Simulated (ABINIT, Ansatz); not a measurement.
# Lattice dynamics of TbAl (Pm-3m) in two programs, part 3 of 3

Aim: the phonon dispersion of TbAl (Pm-3m), checked by a second program.

ABINIT 10.8.3; DFT PBEsol, scalar-relativistic, plane waves, PseudoDojo norm-conserving, 4f in core pseudopotentials (the lanthanide files made for PBE).

So far, highest frequency (cm⁻¹): step 7 (dispersion) 262. The relaxed cell has a = 3.567 Å (conventional setting).

## Step 8: Density of states

Sums over the zone need many more wavevectors than were solved, so the interpolation is sampled on a dense mesh.

The input, anaddb.abi:

```
ddb_filepath "all_DDB"
output_file "anaddb.abo"
outdata_prefix "anaddb"
ifcflag 1
ngqpt 2 2 2
nqshft 1
q1shft 0.0 0.0 0.0
asr 1
chneut 0
dipdip 0
dipquad 0
quadquad 0
prtdos 2
ng2qpt 13 13 13
dosdeltae 4.5563e-06
ntemper 11
temperinc 100.0
tempermin 0.0
```

Launch:

```sh
$ OMP_NUM_THREADS=1 anaddb anaddb.abi > anaddb.log
```

Numbers of over 12 decimals in the logs are rounded to 6 here.

anaddb.abo, the main output file:

```text
-outvars_anaddb: echo values of input variables ----------------------

 Flags :
     ifcflag         1
 Miscellaneous information :
         asr         1
      chneut         0
 Interatomic Force Constants Inputs :
      dipdip         0
     dipquad         0
    quadquad         0
      ifcana         0
      ifcout         0
 Description of grid 1 :
        brav         1
       ngqpt         2         2         2
      nqshft         1
      q1shft
                     0.00000000E+00  0.00000000E+00  0.00000000E+00
 Phonon DOS information :
   dosdeltae  4.55630000E-06
    dossmear  4.55633525E-06
 Description of grid 2 (Fourier interp. or BZ sampling):
      ng2qpt        13        13        13
      ngrids         4
      q2shft         0.00000000E+00  0.00000000E+00  0.00000000E+00

================================================================================

 read the DDB information and perform some checks

  ==== Info on the Cryst% object ====
 Real(R)+Recip(G) space primitive vectors, cartesian coordinates (Bohr,Bohr^-1):
 R(1)=  6.7406094  0.0000000  0.0000000  G(1)=  0.1483545  0.0000000  0.0000000
 R(2)=  0.0000000  6.7406094  0.0000000  G(2)=  0.0000000  0.1483545  0.0000000
 R(3)=  0.0000000  0.0000000  6.7406094  G(3)=  0.0000000  0.0000000  0.1483545
 Unit cell volume ucvol=  3.0626509E+02 bohr^3
 Angles (23,13,12)=  9.00000000E+01  9.00000000E+01  9.00000000E+01 degrees
 Time-reversal symmetry is present
 Reduced atomic positions [iatom, xred, symbol]:
    1)    0.5000000  0.5000000  0.5000000  Tb
    2)    0.0000000  0.0000000  0.0000000  Al

 DDB file with 4 blocks has been read.

================================================================================

 Calculation of the interatomic forces

       Homogeneous q point set in the B.Z.
 Grid q points  :        8
  1)   0.00000000E+00  0.00000000E+00  0.00000000E+00
  2)   5.00000000E-01  0.00000000E+00  0.00000000E+00
  3)   0.00000000E+00  5.00000000E-01  0.00000000E+00
  4)   5.00000000E-01  5.00000000E-01  0.00000000E+00
  5)   0.00000000E+00  0.00000000E+00  5.00000000E-01
  6)   5.00000000E-01  0.00000000E+00  5.00000000E-01
  7)   0.00000000E+00  5.00000000E-01  5.00000000E-01
  8)   5.00000000E-01  5.00000000E-01  5.00000000E-01

 The interatomic forces have been obtained

================================================================================

 Calculation of phonon density of states

 Average speed of sound partial sums:     0.1301107831E-02 (at units)
-                                   =           2.8464 [km/s]

 Debye frequency from partial sums:     0.7523693892E-03 (Ha)
-                                 =     0.4950352772E+01 (THz)
-Debye temperature from partial sums:     0.2375794625E+03 (K)

 Average speed of sound:     0.1224922523E-02 (at units)
-                      =           2.6798 [km/s]

 Debye frequency from DOS:     0.7083150131E-03 (Ha)
-                        =     0.4660488902E+01 (THz)
-Debye temperature from DOS:     0.2236681908E+03 (K)

-
```

The job ended after 0.58 s (1 thread of Arm Neoverse V2, shared host).

Numbers from this step:

```yaml
share_of_modes_beyond_3i_cm_minus1_on_the_dense_interpolated_mesh: 0
zero_point_energy_per_atom: 29.47 meV
heat_capacity_at_300_k: 23.50 J/(mol atoms K)
vibrational_entropy_at_300_k: 37.00 J/(mol atoms K)
```

The phonon density of states has structure finer than the step of the table below, so its rows give means over 10 cm⁻¹, whole bins alone (the curve runs from -30 to 292 cm⁻¹). Peaks (cm⁻¹: height): 54.0: 0.0470, 74.0: 0.0593, 96.0: 0.0535, 226.0: 0.0866, 258.0: 0.0781.

Tetrahedra. Table of phonon density of states by wavenumber; means over each step:

wavenumber (cm⁻¹), phonon density of states (1/cm⁻¹/cell) and a bar:
```
        0     0.0000 
       10     0.0002 
       20     0.0015 #
       30     0.0056 ##
       40     0.0181 #######
       50     0.0319 ############
       60     0.0337 #############
       70     0.0394 ###############
       80     0.0505 ###################
       90     0.0405 ################
      100     0.0470 ##################
      110     0.0234 #########
      120     0.0072 ###
      130     0.0003 
      140     0.0000 
      150     0.0000 
      160     0.0000 
      170     0.0000 
      180     0.0000 
      190     0.0000 
      200     0.0000 
      210     0.0000 
      220     0.0315 ############
      230     0.0784 ##############################
      240     0.0731 ############################
      250     0.0670 ##########################
      260     0.0487 ###################
      270     0.0000
```

Harmonic thermodynamic functions per atom, summed over the density of states scaled to three modes an atom; melting is ignored. Thermodynamic functions:

| T (K) | F_vib (meV/atom) | S (J/mol-atom/K) | C_V (J/mol-atom/K) |
| --- | --- | --- | --- |
| 0 | 29.47 | 0 | 0 |
| 50 | 28.49 | 5.651 | 8.997 |
| 100 | 23.28 | 14.31 | 16.23 |
| 200 | 1.01 | 27.76 | 21.92 |
| 300 | -32.81 | 37 | 23.5 |
| 400 | -74.87 | 43.86 | 24.11 |
| 500 | -123.2 | 49.27 | 24.4 |
| 600 | -176.7 | 53.74 | 24.57 |
| 700 | -234.4 | 57.53 | 24.66 |
| 800 | -295.8 | 60.83 | 24.73 |
| 900 | -360.3 | 63.74 | 24.77 |
| 1000 | -427.8 | 66.36 | 24.81 |

At 300 K the heat capacity has reached 94 % of the Dulong-Petit value.

## Step 9: The same in Ansatz

A second program on the same cell, potentials, cutoff and meshes tests the implementation of the phonon response, not its convergence.

This step: DFT PBEsol, scalar-relativistic, plane waves, norm-conserving pseudopotentials, 4f in core (Ansatz 0.2.0).

The input, input.yaml:

```yaml
crystal:
  lattice:
    - [3.5669769051, 0.0, 0.0]
    - [0.0, 3.5669769051, 0.0]
    - [0.0, 0.0, 3.5669769051]
  atoms:
    - { symbol: Tb, position: [0.5, 0.5, 0.5] }
    - { symbol: Al, position: [0.0, 0.0, 0.0] }
kpoints:
  mp_grid: { grid: [10, 10, 10] }
hamiltonian:
  xc: pbesol
  pseudopotentials:
    kind: nc
    azcp: { Tb: "pseudopotentials/pbe/nc/lanthanide_3plus/Tb.nc.azcp" }
    accuracy: standard
scf:
  occupations: { method: methfessel_paxton, width: 0.27211 }
output:
  eigenvalues: true
basis:
  ecutwfc: 571.439
phonons:
  method: dfpt
  qmesh: [2, 2, 2]
  temperatures: { t_max: 1000, t_step: 50 }
  qpath:
    path:
      - [[0.0, 0.0, 0.0], [0.0, 0.5, 0.0], [0.5, 0.5, 0.0], [0.0, 0.0, 0.0], [0.5, 0.5, 0.5], [0.0, 0.5, 0.0]]
      - [[0.5, 0.5, 0.5], [0.5, 0.5, 0.0]]
    npoints: 10
```

Launch:

```sh
$ ansatz run input.yaml --threads 4 --pin off --max-ram 8192MiB --backend cpu --events-out ev --progress --plain --runs-dir out
```

What it wrote:

```text
Warning: basis.ecutwfc = 571.439 eV is below the records' recommended 680.284656 eV, and the density's cutoff is lower with it unless basis.ecutrho_ratio is high enough to keep the records' density cutoff: compare with a run at a higher cutoff
Warning: <dir> the record states the generating functional pbe (its physics header spells it `PBE`), which answers neither for hamiltonian.xc's functional nor for the pbesol family's — results may be inconsistent (PPs are generated against a specific XC)
Engine: ansatz 0.2.0, aarch64-unknown-linux-gnu
Pseudopotentials: kind: nc
Pseudopotential: Tb, nc, valence charge 11, recommended cutoff 680.284656 eV (normal), <dir>
Pseudopotential: Al, nc, valence charge 3, recommended cutoff 544.227725 eV (normal), Al.nc.azcp (PseudoDojo's, or run here from an input of PseudoDojo's; its table is named by hamiltonian.pseudopotentials.accuracy)
Functional definition: PBEsol
  exchange = pbesol_x
  correlation = pbesol_c
Crystal: 2 atoms, lattice volume = 45.384 Å³
Basis set: ecut = 571.439 eV, 1365 PW (Γ), exchange–correlation on 60×60×60 points (8 copies of the dense FFT grid, shifted against one another)
Bands: 11, of which v1, the nominal top of the filled ones, is band 7 counted from 1 (6 counted from 0)
Symmetry: 48 space group operations
k-points: 56 of 1000
Non-local potential: Tb, projectors of the file, l = 0: 2, l = 1: 2, l = 2: 2, l = 3: 1
Non-local potential: Al, projectors of the file, l = 0: 2, l = 1: 2, l = 2: 2
Initial density: superposition of atomic densities (chi_scale 0.1, normalization cell)
Initial wavefunctions: pseudopotential atomic-orbital guess
Functional: x = pbesol(κ = 0.804, μ = 0.123457), c = pbesol(β = 0.046)
SCF iter   1: F=—  HF=-1221.816963 eV  |F-HF|=—  |Δ(HF+E_count)|=         —  Δρ=1.75e-2  dr2=1.77e-1  ethr=3.10e-3  ⟨swp⟩=5.8  Hψ=3912  notcnv=0
preconditioner: auto → none  [metal: Δε(μ)=0.049 eV  Ē_g=5.437 eV  σ=0.272 eV  W_gap=0.15  n_scr=6 (ndim 8)  ℏωp=13.5 eV  f_vac=0.000  D(μ)=0.70/eV (n_scr^D=0)  sad-step TF]
SCF iter   2: F=—  HF=-1221.777995 eV  |F-HF|=—  |Δ(HF+E_count)|=   3.90e-2  S|Δr|=    0.00e0  Δρ=1.10e-2  dr2=7.18e-2  ethr=1.27e-3  ⟨swp⟩=1.4  Hψ=1094  notcnv=0
SCF iter   3: F=—  HF=-1221.752277 eV  |F-HF|=—  |Δ(HF+E_count)|=   2.57e-2  S|Δr|=    0.00e0  Δρ=7.62e-4  dr2=3.92e-4  ethr=5.13e-4  ⟨swp⟩=2.8  Hψ=974  notcnv=0
SCF iter   4: F=—  HF=-1221.752127 eV  |F-HF|=—  |Δ(HF+E_count)|=   1.50e-4  S|Δr|=    0.00e0  Δρ=2.63e-4  dr2=4.33e-5  ethr=2.80e-6  ⟨swp⟩=3.2  Hψ=1194  notcnv=0
SCF iter   5: F=—  HF=-1221.752114 eV  |F-HF|=—  |Δ(HF+E_count)|=   1.36e-5  S|Δr|=    0.00e0  Δρ=7.87e-5  dr2=7.44e-7  ethr=3.09e-7  ⟨swp⟩=2.1  Hψ=790  notcnv=0
SCF iter   6: F=—  HF=-1221.752114 eV  |F-HF|=—  |Δ(HF+E_count)|=   4.40e-7  S|Δr|=    0.00e0  Δρ=6.08e-6  dr2=5.17e-9  ethr=5.32e-9  ⟨swp⟩=2.3  Hψ=974  notcnv=0
SCF iter   7: F=—  HF=-1221.752114 eV  |F-HF|=—  |Δ(HF+E_count)|=   3.38e-9  S|Δr|=    0.00e0  Δρ=8.90e-7  dr2=1.47e-10  ethr=3.70e-11  ⟨swp⟩=2.5  Hψ=993  notcnv=0
SCF iter   8: F=-1221.752114 eV  HF=-1221.752114 eV  |F-HF|=9.09e-13  |Δ(HF+E_count)|=  7.50e-12  S|Δr|=    0.00e0  Δρ=5.03e-8  dr2=1.05e-12  ethr=1.00e-12  ⟨swp⟩=8.1  Hψ=3843  notcnv=0
SCF 1 converged in 8 iterations: F = -1221.752114 eV  dr2 = 1.05e-12
Initial density: read from a saved state, or passed on in memory by an earlier SCF of this step, an earlier step, the calling program or the single point that the run made first
iter 1 solved again at ethr=5.81e-8 eV; its pass at ethr=3.10e-3 eV (dr2=8.14e-6 eV) is discarded
SCF iter   1: F=—  HF=-1221.752115 eV  |F-HF|=—  |Δ(HF+E_count)|=         —  Δρ=4.09e-7  dr2=6.37e-11  ethr=5.81e-8  ⟨swp⟩=4.6  Hψ=6415  notcnv=0
eigensolver tolerance schedule: the retry pair's looser diagonalisation over-reported the residual by 127801.33 of it (diagonalisation noise at an unbounded share of the residual, at the tolerance the schedule requests for it); recorded, not acted on — ethr = c·dr2/N_el stays at c = 1.0e-1
preconditioner: auto → none  [metal: Δε(μ)=0.039 eV  Ē_g=5.363 eV  σ=0.272 eV  W_gap=0.12  n_scr=6 (ndim 8)  ℏωp=13.5 eV  f_vac=0.000  D(μ)=0.71/eV (n_scr^D=0)]
SCF iter   2: F=—  HF=-1221.752114 eV  |F-HF|=—  |Δ(HF+E_count)|=   5.98e-7  S|Δr|=    0.00e0  Δρ=2.85e-7  dr2=4.50e-11  ethr=1.00e-12  ⟨swp⟩=4.1  Hψ=1711  notcnv=0
SCF iter   3: F=—  HF=-1221.752114 eV  |F-HF|=—  |Δ(HF+E_count)|=  1.55e-11  S|Δr|=    0.00e0  Δρ=1.55e-7  dr2=1.01e-11  ethr=1.00e-12  ⟨swp⟩=1.0  Hψ=616  notcnv=0
SCF iter   4: F=-1221.752114 eV  HF=-1221.752114 eV  |F-HF|=3.18e-12  |Δ(HF+E_count)|=  2.50e-12  S|Δr|=    0.00e0  Δρ=9.85e-8  dr2=3.51e-12  ethr=1.00e-12  ⟨swp⟩=3.5  Hψ=1800  notcnv=0
SCF 2 converged in 4 iterations: F = -1221.752114 eV  dr2 = 3.51e-12
phonons: the bands overlap, so this run is a metal and interpolates without the dipole-dipole term. If the crystal is really an insulator or semiconductor, its LO-TO splitting is missing
NSCF: frozen V_eff on 56 k-points
WARN: eigensolver did not converge in 14 slots of this pass, the one above among them; of largest residual over every band (k=19): 1 band(s) unlocked (lowest unlocked band 10, counted from 0; max residual 9.24e-2 eV among the unlocked bands, 9.24e-2 eV over every band); of lowest unlocked band (k=5): band 10
NSCF: frozen V_eff on 126 k-points
DFPT response loops at q = (0, 0, 0) (fractional): preconditioner auto → Kerker (q_TF=auto, 2.243 Å⁻¹) (partly filled bands, converged f_vac=0.000); β = 1.00, the filter's whole step (`scf.mixing.beta` (0.50) is not read by the response loops under this deck's `scf.mixing.preconditioner`; to damp them name `kerker` or `kerker_dos`, under which they read `scf.mixing.beta`, and type it under 1.00, their step now; both keys bind the ground state too); Broyden in place of MSR1
NSCF: frozen V_eff on 432 k-points
DFPT response loops at q = (0, 0, -0.5) (fractional): mixed as the last ones told, above
NSCF: frozen V_eff on 432 k-points
DFPT response loops at q = (0, -0.5, -0.5) (fractional): mixed as the last ones told, above
NSCF: frozen V_eff on 252 k-points
DFPT response loops at q = (-0.5, -0.5, -0.5) (fractional): mixed as the last ones told, above
SCF converged after 8 iterations
Stability not checked: this state was not tested for a lower state beside it, because cold or Methfessel-Paxton smearing, or corrected tetrahedra, fill the levels in a way that the test cannot read (fill_not_monotonic; see scf.lower_state_search)
Free energy (F): -1221.752114 eV
Harris-Foulkes:  -1221.752114 eV  (|F-HF|=9.09e-13)
Internal energy: -1221.753567 eV  (E = F + TS)
E sigma→0 (E₀):  -1221.752478 eV
Entropy (-TS):   0.001453 eV (0.726 meV/atom)
Fermi energy:    10.144232 eV
--- Per-component energies (eV) ---
  E_band       = -100.302994
  E_kinetic    = 303.976466
  E_local      = -573.695894  (includes V_loc(G=0)·N_el)
  E_nonlocal   = 43.103415
  E_hartree    = 176.602660
  E_xc         = -320.398665
  E_vxc        = -226.892284  (∫ρ·V_xc dr)
  E_ewald      = -851.341551
  E_smearing   = 0.001453  (= −TS)
  E_closure    = 0.000000  (closes the sum)
  Σ components = -1221.752114   (vs F -1221.752114, Δ=0.00e0)
--- Band table (eV; the first three rows and the last of 56) ---
  k-point 0: bands = [... 3 lower, -12.0251, 2.2668, 9.2210, 9.2210, 13.6288, 13.6288, 13.6288, 14.3590]
  k-point 1: bands = [... 3 lower, -12.0210, 2.4232, 9.1738, 9.3018, 12.9583, 12.9583, 13.3325, 14.4061]
  k-point 2: bands = [... 3 lower, -12.0108, 2.8734, 8.7992, 9.5315, 12.1320, 12.1320, 13.1889, 14.5345]
  k-point 55: bands = [... 3 lower, -12.3394, 7.2890, 7.2890, 7.2890, 8.6726, 14.3292, 14.3292, 14.3292]
--- Phonons (Γ-DFPT): 2 representative perturbations + reference (Σ response iterations 5) ---
  ASR residual: 3.541e-5 → 0.000e0 eV/Å²; symmetrization residual: 8.275e-7 eV/Å²
  ASR residual per site (eV/Å²): 3.54e-5 1.07e-6
  Γ frequencies (cm⁻¹): 0.00 0.00 0.00 224.83 224.83 224.83
--- Phonons (arbitrary-q DFPT): 4 irreducible q on the 2×2×2 mesh ---
  q = [0.0000, 0.0000, 0.0000] (star 1, of the zone-centre solve; hermiticity 3.86e-7, symmetrization 8.70e-15): -0.00 0.00 0.00 224.83 224.83 224.83
  q = [0.0000, 0.0000, -0.5000] (star 3, 4 solved perturbations in 684 linear systems a pass and spin channel, the states on 216 of 1000 k-point pairs; hermiticity 2.46e-14, symmetrization 9.59e-14, the responses' own estimated error 2.3e-4 eV/Å²): 84.26 84.26 129.39 221.39 221.39 228.13
  q = [0.0000, -0.5000, -0.5000] (star 3, 4 solved perturbations in 684 linear systems a pass and spin channel, the states on 216 of 1000 k-point pairs; hermiticity 1.17e-6, symmetrization 5.03e-14, the responses' own estimated error 2.3e-4 eV/Å²): 30.86 30.86 69.71 239.40 259.54 259.54
  q = [-0.5000, -0.5000, -0.5000] (star 1, 2 solved perturbations on 126 of 1000 k-point pairs; hermiticity 6.52e-14, symmetrization 8.63e-14, the responses' own estimated error 1.1e-4 eV/Å²): 122.95 122.95 122.95 262.02 262.02 262.02
  sum rule: each row above includes the acoustic sum rule's correction from the zone centre's row sums; it moved no ω² by more than (0.25 cm⁻¹)²
  mesh force constants: q→R imaginary residual 3.11e-17; ASR residual 3.541e-5 → 0.000e0 eV/Å²; symmetrization residual 7.105e-15 eV/Å²
  interpolated dispersion: 62 rows × 6 modes
  density of states and harmonic sums: on the 18×18×18 q-mesh, interpolated from the force constants of a 2×2×2 supercell (no non-analytic term)
  largest difference from the sums on the solved wave vectors: F 5.90e-2 eV, S 9.13e-5 and C_V 3.23e-5 eV/K
  zero-point energy: 0.058975 eV/cell   skipped modes (ω ≤ 0): 3   left out of the sums: 8.57e-5 of the cell's modes: C_V's classical limit lies that fraction below 3 k_B per atom; for a crystal, a wire or a layer, F and S can be off by more, and a phonons.interpolated_qmesh denser along its periods is the remedy for the sampling
```

Elapsed: 24 s, on 4 threads; peak memory 0.69 GiB.

Numbers from this step:

```yaml
sum_rule_residual_before_enforcement: 3.54e-5 eV/Å²
mean_frequency: 158.6 cm⁻¹
debye_temperature_second_moment: 333 K
logarithmic_mean_frequency: 132.4 cm⁻¹
lowest_mode_on_the_q_mesh_acoustic_ones_at_the_zone_centre_apart: 30.86 cm⁻¹
zero_point_energy_per_atom: 29.49 meV
vibrational_entropy_at_300_k: 37.02 J/(mol atoms K)
```

## Step 10: Side by side: ABINIT PseudoDojo and Ansatz, PseudoDojo

Numbers from this step:

```
root-mean-square difference             : 0.03 cm⁻¹
largest difference                      : 0.08 cm⁻¹
root-mean-square difference on the path : 0 cm⁻¹
largest difference on the path          : 0.1 cm⁻¹
```

The interpolated bands of the two lie on top of each other.

At the solved wavevectors the largest difference (acoustic modes at Γ apart) is 0.03 % of the highest mode.

## Step 11: Outcome

```yaml
space_group_after_relaxation: Pm-3m
volume_per_atom: 22.7 Å³
highest_optical_zone_centre_mode_no_lo_to_term: 224.8 cm⁻¹
q_mesh: 2×2×2
lowest_mode_on_the_q_mesh_acoustic_ones_at_the_zone_centre_apart: 30.8 cm⁻¹
zero_point_energy_per_atom: 29.5 meV
heat_capacity_at_300_k: 23.5 J/(mol atoms K)
vibrational_entropy_at_300_k: 37.0 J/(mol atoms K)
imaginary_modes_on_the_q_mesh: none
largest_difference_from_ansatz_pseudodojo: 0.08 cm⁻¹
```

What this shows: TbAl (Pm-3m) is dynamically stable on the 2×2×2 mesh; its spectrum reaches 262 cm⁻¹. At the PBEsol level the optical modes of TbAl (Pm-3m) at the zone centre lie at 225 cm⁻¹. The base run prints -0.45 GPa, mostly the error of a finite basis; the relaxation, with a smoothed and higher cutoff, had brought the cell to rest. ABINIT PseudoDojo and Ansatz, PseudoDojo agree to 0.08 cm⁻¹ (0.03 % of the highest mode compared) on all solved modes but the acoustic ones at Γ, without the LO-TO term. These are harmonic frequencies at zero temperature: anharmonic shifts and linewidths and thermal expansion are left out. Spin-orbit coupling is left out, which can matter for the heavy elements here. In a metal the frequencies hang on the k mesh and the smearing, most of all near Kohn anomalies. The 4f electrons are frozen in the core as for a trivalent ion, in files made for PBE, so their moments and any magnetic order are left out. Ansatz warns that the cutoff lies 16 % under the one recommended for these files; agreement at one cutoff is not convergence. The q mesh stands for a supercell only 7.1 Å across, so branches between the solved wavevectors are rough. The structure comes from a database by way of an earlier relaxation and need not be the phase that is stable at ambient conditions.

[Host names and launcher messages were left out of these logs when they were recorded.]

[Logs are printed without paths, hosts, clocks, repeated set-up lines and the standing remarks that a program may print on its own settings, such as how far it seeks lower states.]

[Hosts, paths, dates, database ids (printed as entryN), source tags and the programs' standing remarks are cut or masked in the printed files.]
